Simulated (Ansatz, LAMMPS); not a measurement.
# Convergence of a linear-scaling basis for amorphous Si0.85C0.15 (202 atoms)

Wanted: errors and times of a linear-scaling basis for amorphous Si0.85C0.15 (202 atoms). A setting counts as converged where the r.m.s. difference of forces stays under 1 % of the r.m.s. force.

Method: Kohn-Sham DFT, PBE, PAW (set soft_2), plane waves, in Ansatz 0.2.0.

**1. The starting structure**

The cell holds 202 atoms: 172 Si and 30 C. Its edges and angles: a = 15.022 Å, b = 15.022 Å, c = 15.022 Å, α = 90.0°, β = 90.0°, γ = 90.0°. 202 atoms (172 Si, 30 C) placed at random at 2.54 g/cm³, melted at 4500 K for 10 ps at fixed volume with the Tersoff potential (Tersoff, Phys. Rev. B 39, 5566 (1989)). Quenched from 4500 K to 300 K at 20 K/ps and fixed volume, held 5 ps, then minimised at fixed cell.

What the set-up can't give: The quench rate of 20 K/ps is orders of magnitude faster than experiment, which tends to freeze in extra defects. The starting topology of bonds comes from the classical model, and needn't be the one that DFT or experiment would give. The Brillouin zone is sampled at Γ only, in a cell whose shortest periodic width is 15 Å.

**2. The classical run that made the cell**

A classical potential supplies the starting structure, since it reaches far longer times than DFT.

This step: classical MD, Tersoff potential (Tersoff, Phys. Rev. B 39, 5566 (1989)) (LAMMPS 22 Jul 2025 - Update 4).

in.lmp

```
# melt-quench of Si172C30
units metal
atom_style atomic
boundary p p p
region box block 0 15.0216 0 15.0216 0 15.0216
create_box 2 box
mass 1 28.0850   # Si
mass 2 12.0110   # C
create_atoms 1 random 172 461775 NULL overlap 1.84 maxtry 2000
create_atoms 2 random 30 461782 NULL overlap 1.84 maxtry 2000
pair_style tersoff
pair_coeff * * SiCGe.tersoff Si(D) C
neigh_modify delay 0 every 1 check yes
thermo_style custom step time temp pe press density
thermo_modify norm yes
timestep 0.0005
thermo 100
min_style cg
minimize 1e-4 1e-4 200 2000
reset_timestep 0
velocity all create 4500 461776 mom yes dist gaussian
fix lim all nve/limit 0.05
fix lan all langevin 4500 4500 0.05 461777 zero yes
thermo 500
run 1000 post no
unfix lim
unfix lan
thermo 3333
fix md all nvt temp 4500 4500 0.05
run 20000 post no
unfix md
thermo 42000
fix md all nvt temp 4500 300 0.05
run 420000 post no
unfix md
thermo 5000
fix md all nvt temp 300 300 0.05
run 10000 post no
unfix md
thermo 100
min_style cg
minimize 0 1e-3 2000 20000
write_dump all custom glass.dump id type xs ys zs modify sort id
```

Run with:

```console
$ lmp -in in.lmp -log none -nocite
```

The program printed:

```text
LAMMPS (22 Jul 2025 - Update 4)
Created orthogonal box = (0 0 0) to (15.0216 15.0216 15.0216)
Created 172 atoms
Created 30 atoms
   Step          Time           Temp          PotEng         Press         Density
         0   0              0             -1.7205978      355627.25      2.5430057
        72   0.036          0             -4.1284407      49753.919      2.5430057
Loop time of 0.055961 s on 1 MPI rank(s) for 72 steps with 202 atoms
Minimization stats:
  Stopping criterion = energy tolerance
  Energy initial, next-to-last, final =
     -1.72059779393695  -4.12841132290144  -4.12844065593684
  Force two-norm initial, final = 199.98875 14.663133
[... 34 lines left out ...]
    451000   225.5          317.99259     -4.7174665      12460.43       2.5430057
Loop time of 2.8359 s on 1 MPI rank(s) for 10000 steps with 202 atoms
   Step          Time           Temp          PotEng         Press         Density
    451000   225.5          317.99259     -4.7174665      12460.43       2.5430057
    451100   225.55         317.99259     -4.7599987      6795.8234      2.5430057
    451193   225.5965       317.99259     -4.7600192      6836.2745      2.5430057
Loop time of 0.249944 s on 1 MPI rank(s) for 193 steps with 202 atoms
Minimization stats:
  Stopping criterion = force tolerance
  Energy initial, next-to-last, final =
     -4.71746652814907  -4.76001924630803   -4.7600192463328
  Force two-norm initial, final = 19.715993 0.00068628168
  Iterations, force evaluations = 193 847
```

Wall time 2.9 min (1 thread of Arm Neoverse V2, shared host); peak memory 0.07 GiB.

**3. Plane-wave single point**

The first run fixes the reference, at a cutoff of 420 eV.

input.yaml

```yaml
crystal:
  lattice:
    - [15.0216, 0.0, 0.0]
    - [0.0, 15.0216, 0.0]
    - [0.0, 0.0, 15.0216]
  atoms:
    - { symbol: Si, position: [0.99767, 0.95507, 0.2047] }
    - { symbol: Si, position: [0.49427, 0.29401, 0.92708] }
    - { symbol: Si, position: [0.66412, 0.2306, 0.74956] }
    - { symbol: Si, position: [0.48518, 0.3616, 0.78487] }
    - { symbol: Si, position: [0.18505, 0.21487, 0.02438] }
    - { symbol: Si, position: [0.17363, 0.30275, 0.75298] }
    - { symbol: Si, position: [0.28573, 0.26278, 0.49695] }
    - { symbol: Si, position: [0.28338, 0.18787, 0.63155] }
    - { symbol: Si, position: [0.40595, 0.1126, 0.91403] }
    - { symbol: Si, position: [0.9615, 0.79108, 0.86507] }
    - { symbol: Si, position: [0.66151, 0.62599, 0.50084] }
    - { symbol: Si, position: [0.92762, 0.28132, 0.89991] }
    - { symbol: Si, position: [0.82466, 0.81765, 0.93132] }
    - { symbol: Si, position: [0.20235, 0.1502, 0.88135] }
    - { symbol: Si, position: [0.76193, 0.30034, 0.13817] }
    - { symbol: Si, position: [0.91752, 0.65526, 0.40191] }
    - { symbol: Si, position: [0.07598, 0.02894, 0.6085] }
    - { symbol: Si, position: [0.52599, 0.82177, 0.43566] }
    - { symbol: Si, position: [0.77983, 0.43119, 0.7546] }
    - { symbol: Si, position: [0.36892, 0.45318, 0.29216] }
    - { symbol: Si, position: [0.51069, 0.99545, 0.66844] }
    - { symbol: Si, position: [0.01279, 0.02736, 0.82323] }
    - { symbol: Si, position: [0.7272, 0.09394, 0.16442] }
    - { symbol: Si, position: [0.03295, 0.87738, 0.41203] }
    - { symbol: Si, position: [0.1503, 0.64351, 0.56266] }
    - { symbol: Si, position: [0.30198, 0.27514, 0.84892] }
    - { symbol: Si, position: [0.9342, 0.63414, 0.81329] }
    - { symbol: Si, position: [0.4371, 0.31027, 0.31849] }
    - { symbol: Si, position: [0.17139, 0.01632, 0.4843] }
    - { symbol: Si, position: [0.69644, 0.14124, 0.01543] }
    - { symbol: Si, position: [0.13099, 0.14538, 0.40603] }
    - { symbol: Si, position: [0.55599, 0.75719, 0.2955] }
    [... 164 atom lines left out ...]
    - { symbol: C, position: [0.62222, 0.36179, 0.60417] }
    - { symbol: C, position: [0.47494, 0.67119, 0.25539] }
    - { symbol: C, position: [0.15898, 0.2498, 0.47367] }
    - { symbol: C, position: [0.30623, 0.48692, 0.9888] }
    - { symbol: C, position: [0.09863, 0.2974, 0.00951] }
    - { symbol: C, position: [0.28492, 0.49476, 0.78584] }
kpoints:
  mp_grid: { grid: [1, 1, 1] }
hamiltonian:
  xc: pbe
scf:
  occupations: { method: fermi_dirac, width: 0.05 }
output:
  forces: true
  stress: true
  populations: true
  dos:
    method: { smearing: { sigma: 0.15 } }
    de: 0.1
    projected: { site_lists: { C: [C], Si: [Si] } }
  eigenvalues: true
  write_density: true
  write_potential: true
  volumetric_format: npy
```

Run with:

```console
$ ansatz run input.yaml --threads 4 --pin off --max-ram 8192MiB --backend cpu --events-out ev --progress --plain --runs-dir out
```

The program printed:

```text
Engine: ansatz 0.2.0, aarch64-unknown-linux-gnu
Pseudopotentials: kind: paw
Pseudopotential: Si, paw, valence charge 4, recommended cutoff 420 eV (normal), Si.paw.azcp
Pseudopotential: C, paw, valence charge 4, recommended cutoff 420 eV (normal), C.paw.azcp
[... 5 lines on functional and potentials left out ...]
Crystal: 202 atoms, lattice volume = 3389.601 Å³
Basis set: ecut = 420 eV, 66539 PW (Γ), exchange–correlation on 216×216×216 points (8 copies of the dense FFT grid, shifted against one another)
Bands: 606, of which v1, the nominal top of the filled ones, is band 404 counted from 1 (403 counted from 0)
Symmetry: 1 space group operations
Space group: P1 (ITA 1), of the structure as read, at distance tolerance 1.5e-4 Å
k-points: 1
[... 5 lines on functional and potentials left out ...]
Initial density: superposition of atomic densities (neutral atoms: chi_scale 0, normalization atom), corrected by the library's trained network
Initial wavefunctions: pseudopotential atomic-orbital guess
Functional: x = pbe(κ = 0.804, μ = 0.219515), c = pbe(β = 0.066725)
SCF iter   1: F=—  HF=-116804.818082 eV  |F-HF|=—  |Δ(HF+E_count)|=         —  Δρ=4.94e-3  dr2=3.31e0  ethr=1.77e-3  ⟨swp⟩=6.0  Hψ=2825  notcnv=0  defer=92
preconditioner: auto → Kerker (q_TF=auto, 2.148 Å⁻¹)  [metal: Δε(μ)=0.023 eV  Ē_g=8.314 eV  σ=0.050 eV  W_gap=0.12  n_scr=586 (ndim 8)  ℏωp=18.1 eV  f_vac=0.000  D(μ)=63.33/eV (n_scr^D=364)]
SCF iter   2: F=—  HF=-116804.642189 eV  |F-HF|=—  |Δ(HF+E_count)|=   1.76e-1  Δρ=2.68e-3  dr2=1.21e0  ethr=4.10e-4  ⟨swp⟩=1.0  Hψ=697  notcnv=0  defer=130
SCF iter   3: F=—  HF=-116804.542567 eV  |F-HF|=—  |Δ(HF+E_count)|=   9.96e-2  Δρ=4.65e-4  dr2=4.44e-2  ethr=1.50e-4  ⟨swp⟩=2.0  Hψ=472  notcnv=0  defer=130
SCF iter   4: F=—  HF=-116804.542975 eV  |F-HF|=—  |Δ(HF+E_count)|=   4.07e-4  Δρ=1.70e-4  dr2=5.07e-3  ethr=5.50e-6  ⟨swp⟩=3.0  Hψ=922  notcnv=0  defer=130
SCF iter   5: F=—  HF=-116804.542870 eV  |F-HF|=—  |Δ(HF+E_count)|=   1.05e-4  Δρ=4.96e-5  dr2=6.22e-4  ethr=6.28e-7  ⟨swp⟩=3.0  Hψ=872  notcnv=0  defer=130
SCF iter   6: F=—  HF=-116804.542865 eV  |F-HF|=—  |Δ(HF+E_count)|=   4.78e-6  Δρ=2.00e-5  dr2=6.65e-5  ethr=7.69e-8  ⟨swp⟩=3.0  Hψ=883  notcnv=0  defer=130
SCF iter   7: F=—  HF=-116804.545024 eV  |F-HF|=—  |Δ(HF+E_count)|=   2.16e-3  Δρ=6.95e-6  dr2=6.08e-6  ethr=8.22e-9  ⟨swp⟩=3.0  Hψ=1149  notcnv=0  defer=141
SCF iter   8: F=—  HF=-116804.545025 eV  |F-HF|=—  |Δ(HF+E_count)|=   1.36e-6  Δρ=2.45e-6  dr2=8.57e-7  ethr=7.52e-10  ⟨swp⟩=2.0  Hψ=869  notcnv=0  defer=141
SCF iter   9: F=-116804.545025 eV  HF=-116804.545025 eV  |F-HF|=2.63e-8  |Δ(HF+E_count)|=   2.33e-7  Δρ=8.14e-7  dr2=9.06e-8  ethr=1.24e-11  ⟨swp⟩=18.0  Hψ=5557  notcnv=0
SCF 1 converged in 9 iterations: F = -116804.545025 eV  dr2 = 9.06e-8
  greatest PAW one-centre occupation: 0.678 electrons in one spin orbital (limit 2), on the Si atom at site 54 (counted from 0), in its partial waves of l = 0
SCF converged after 9 iterations
Free energy (F): -116804.545025 eV
Harris-Foulkes:  -116804.545025 eV  (|F-HF|=2.63e-8)
Internal energy: -116803.981082 eV  (E = F + TS)
E sigma→0 (E₀):  -116804.263054 eV
Entropy (-TS):   -0.563943 eV (-2.792 meV/atom)
Fermi energy:    7.397297 eV
--- Per-component energies (eV) ---
  E_band       = 1382.090878
  E_kinetic    = 9690.177422
  E_local      = -9807.182974  (includes V_loc(G=0)·N_el)
  E_nonlocal   = 5253.596233
  E_hartree    = 3355.414745
  E_xc         = -10970.045074
  E_vxc        = -9874.178189  (∫ρ·V_xc dr)
  E_paw        = -91141.534914  (= ΣΔE_a)
  E_vpaw       = -591.156018  (= ΣTr[D̂ρ^β])
  E_aug_tail   = 0.001302  (compensation charges beyond the density's cutoff)
  E_ewald      = -23184.407821
  E_smearing   = -0.563943  (= −TS)
  E_closure    = 0.000000  (closes the sum)
  Σ components = -116804.545025   (vs F -116804.545025, Δ=0.00e0)
--- Forces (eV/Å), atoms counted from 1 ---
  atom   1  Si     0.24574219     0.19047234     0.43533189
  atom   2  Si     0.16705161     0.06168344    -0.14861774
  atom   3  Si    -0.13569984     0.24780893     0.38243866
  atom   4  Si     0.00221593     0.05947502    -0.54069240
  atom   5  Si    -0.05736450    -0.19124071    -0.00456988
  atom   6  Si    -0.35152009     0.42891079     0.02079557
  atom   7  Si     0.29589323    -0.11946100    -0.11347911
  atom   8  Si     0.61506679    -0.15618081    -0.28862040
  atom   9  Si    -0.11691710    -0.27333231    -0.41538138
  atom  10  Si    -0.11074256    -0.22041821    -0.56348095
  atom  11  Si     0.09455574    -0.11851941     0.13603350
  atom  12  Si    -0.03641987     0.04053441     0.11566791
  atom  13  Si    -0.15290928    -0.19397419     0.24377782
  atom  14  Si    -0.34698811    -0.41796854     0.36990566
[...]
atom 201  C      0.61550527     0.26075162     0.13054679
  atom 202  C      0.15375620    -0.24675393    -0.12833477
  max |Σ_I F_I| component: 2.72e-5 eV/Å
--- Stress (GPa, compression-positive) ---
        2.755460      -0.203979      -0.449561
       -0.203979       1.529874      -1.236958
       -0.449561      -1.236958       2.231977
  P = ⅓ Tr σ = 2.1724 GPa (21.724 kbar)
--- Band table (eV) ---
  k-point 0: bands = ["-8.5978", "-7.8637", "-7.8043", "-7.7334", [... 590 levels ...], "11.8586", "11.8649", "11.8930", "11.9069", "11.9336", "11.9354", "11.9470", "11.9629", "11.9895", "12.0284", "12.0473", "12.0636"]
--- Löwdin populations: 202 sites ---
  site symbol       q [e]
     0     Si      3.9334
     1     Si      3.6668
     2     Si      3.9217
[...]
201      C      4.8668
  spilling = 0.012865 (of n_electrons = 808.000000)
```

Run time: 1.7 min. Hardware: 4 threads of Arm Neoverse V2, shared host; peak memory 4.9 GiB; 6.7 min of CPU time.

Read from the output:

```yaml
free_energy: -116804.5450 eV
free_energy_per_atom: -578.2403 eV/atom
scf_cycles: 9
pressure: 2.172 GPa
r_m_s_force_component: 0.3841 eV/Å
longest_force: 2.736 eV/Å
fermi_energy: 7.397 eV
levels_partly_filled_by_over_2_per_cent: 13
spilling_of_the_projection: 0.01286
```

The r.m.s. force component of 0.38 eV/Å sets the scale for the differences below.

**4. Support functions medium**

The cell is solved in localised support functions.

This step: Kohn-Sham DFT, PBE, PAW (set soft_2), localised support functions (medium) (Ansatz 0.2.0).

input.yaml, the sections that differ from step 3:

```yaml
scf:
  occupations: { method: fermi_dirac, width: 0.05 }
  eigensolver: { kind: { support_functions: { accuracy: medium } } }
  mixing: { beta: 0.4 }
  max_iter: 150
output:
  forces: true
  eigenvalues: true
# crystal, kpoints, hamiltonian: as in step 3
```

The program printed:

```text
Warning: scf.eigensolver.kind.support_functions: disabling space-group detection — the functions' gradient is summed over unrotated k-points, so no spatial operation reduces the k-mesh or symmetrises the density; time reversal is kept, so that k and −k are solved as one point where they differ and the mesh holds both, and exact exchange and, on two spinor components, a DFT+U term hold to it where the run has them: [...]
settings of this run that can trade accuracy for cost: scf.eigensolver.kind.support_functions [...]
[...]
Crystal: 202 atoms, lattice volume = 3389.601 Å³
Basis set: ecut = 420 eV, 66539 PW (Γ), exchange–correlation on 216×216×216 points (8 copies of the dense FFT grid, shifted against one another)
Bands: 485, of which v1, the nominal top of the filled ones, is band 404 counted from 1 (403 counted from 0)
Symmetry: 1 space group operations
k-points: 1
[...]
SCF iter   1: F=—  HF=-116782.160370 eV  |F-HF|=—  |Δ(HF+E_count)|=         —  Δρ=5.65e-2  dr2=3.63e2  ethr=1.00e-1
[...]
SCF iter  12: F=—  HF=-116804.593218 eV  |F-HF|=—  |Δ(HF+E_count)|=   4.76e-3  Δρ=1.12e-5  dr2=6.12e-6  ethr=3.62e-9  κ⁻¹=9.3e-7(r=7)
SCF iter  13: F=-116804.593222 eV  HF=-116804.593222 eV  |F-HF|=3.12e-7  |Δ(HF+E_count)|=   3.73e-6  Δρ=4.24e-6  dr2=9.68e-7  ethr=7.57e-10
SCF 1 converged in 13 iterations: F = -116804.683928 eV  dr2 = 9.68e-7
[...]
SCF converged after 13 iterations
Stability not checked: this state was not tested for a lower state beside it, because the mixer in use, unlike msr1, does not test its closes by its own steps (another_mixer; see scf.mixing.algorithm and scf.lower_state_search)
Free energy (F): -116804.683928 eV
[...]
Internal energy: -116804.122119 eV  (E = F + TS)
E sigma→0 (E₀):  -116804.403024 eV
Entropy (-TS):   -0.561809 eV (-2.781 meV/atom)
Fermi energy:    7.397819 eV
[...]
Σ components = -116804.683928   (vs F -116804.683928, Δ=0.00e0)
--- Forces (eV/Å), atoms counted from 1 ---
  atom   1  Si     0.24554561     0.19049298     0.43575951
  atom   2  Si     0.16678983     0.06178895    -0.14843948
  atom   3  Si    -0.13599850     0.24829810     0.38226550
  atom   4  Si     0.00223926     0.05996366    -0.54077730
[...]
atom 202  C      0.15401478    -0.24680161    -0.12819362
  max |Σ_I F_I| component: 4.43e-3 eV/Å
--- Band table (eV) ---
[...]
```

Elapsed: 2.7 min, on 4 threads; peak memory 5.5 GiB; 10 min of CPU time.

The program notes that the band table was not solved further than the SCF left it and it switched symmetry off.

Keys that differ from the reference: support_functions.accuracy = "medium", scf.max_iter = 150 and scf.mixing.beta = 0.4.

Forces differ from the reference by 0.38 meV/Å r.m.s., 0.100 % of their size, well within a tolerance of 1 %; the energy by -0.69 meV/atom. It took roughly 1.6 times the reference's time (one timing each, with unlike analyses asked), in 13 cycles against 9.

**5. Support functions low**

The cell is solved in localised support functions.

This step: Kohn-Sham DFT, PBE, PAW (set soft_2), localised support functions (low) (Ansatz 0.2.0).

input.yaml, the sections that differ from step 4:

```yaml
scf:
  occupations: { method: fermi_dirac, width: 0.05 }
  eigensolver: { kind: { support_functions: { accuracy: low } } }
  mixing: { beta: 0.4 }
  max_iter: 150
# crystal, kpoints, hamiltonian, output: as in step 4
```

The program printed:

```text
[...]
Crystal: 202 atoms, lattice volume = 3389.601 Å³
Basis set: ecut = 420 eV, 66539 PW (Γ), exchange–correlation on 216×216×216 points (8 copies of the dense FFT grid, shifted against one another)
Bands: 485, of which v1, the nominal top of the filled ones, is band 404 counted from 1 (403 counted from 0)
Symmetry: 1 space group operations
k-points: 1
[...]
SCF iter   1: F=—  HF=-116782.160370 eV  |F-HF|=—  |Δ(HF+E_count)|=         —  Δρ=5.65e-2  dr2=3.63e2  ethr=1.00e-1
[...]
SCF iter  10: F=—  HF=-116804.582660 eV  |F-HF|=—  |Δ(HF+E_count)|=   7.57e-3  Δρ=5.30e-5  dr2=1.39e-4  ethr=8.52e-8  κ⁻¹=3.0e-7(r=7)
SCF iter  11: F=-116804.588476 eV  HF=-116804.588459 eV  |F-HF|=1.70e-5  |Δ(HF+E_count)|=   5.80e-3  Δρ=2.41e-5  dr2=2.93e-5  ethr=1.72e-8
SCF 1 converged in 11 iterations: F = -116804.683928 eV  dr2 = 2.93e-5
[...]
SCF converged after 11 iterations
[...]
Free energy (F): -116804.683928 eV
[...]
Internal energy: -116804.122211 eV  (E = F + TS)
E sigma→0 (E₀):  -116804.403070 eV
Entropy (-TS):   -0.561717 eV (-2.781 meV/atom)
Fermi energy:    7.397854 eV
[...]
Σ components = -116804.683928   (vs F -116804.683928, Δ=0.00e0)
--- Forces (eV/Å), atoms counted from 1 ---
  atom   1  Si     0.24554905     0.19051671     0.43590076
  atom   2  Si     0.16677022     0.06172733    -0.14827753
  atom   3  Si    -0.13594375     0.24843918     0.38216540
  atom   4  Si     0.00223902     0.06000246    -0.54080131
[...]
atom 202  C      0.15401987    -0.24681816    -0.12818078
  max |Σ_I F_I| component: 5.31e-3 eV/Å
--- Band table (eV) ---
[...]
```

It took 2.4 min on 4 threads; peak memory 5.5 GiB; 9.3 min of CPU time.

Keys that differ from the reference: support_functions.accuracy = "low", scf.max_iter = 150 and scf.mixing.beta = 0.4.

Forces differ from the reference by 0.42 meV/Å r.m.s., 0.11 % of their size, well within a tolerance of 1 %; the energy by -0.69 meV/atom.

[end of part 1 of 2]

[Long decimals in the printed logs are rounded to 6 places.]

[Logs are printed without paths, hosts, clocks, repeated set-up lines and the standing remarks that a program may print on its own settings, such as how far it seeks lower states.]

[Hosts, paths, dates, database ids (printed as entryN), source tags and the programs' standing remarks are cut or masked in the printed files.]
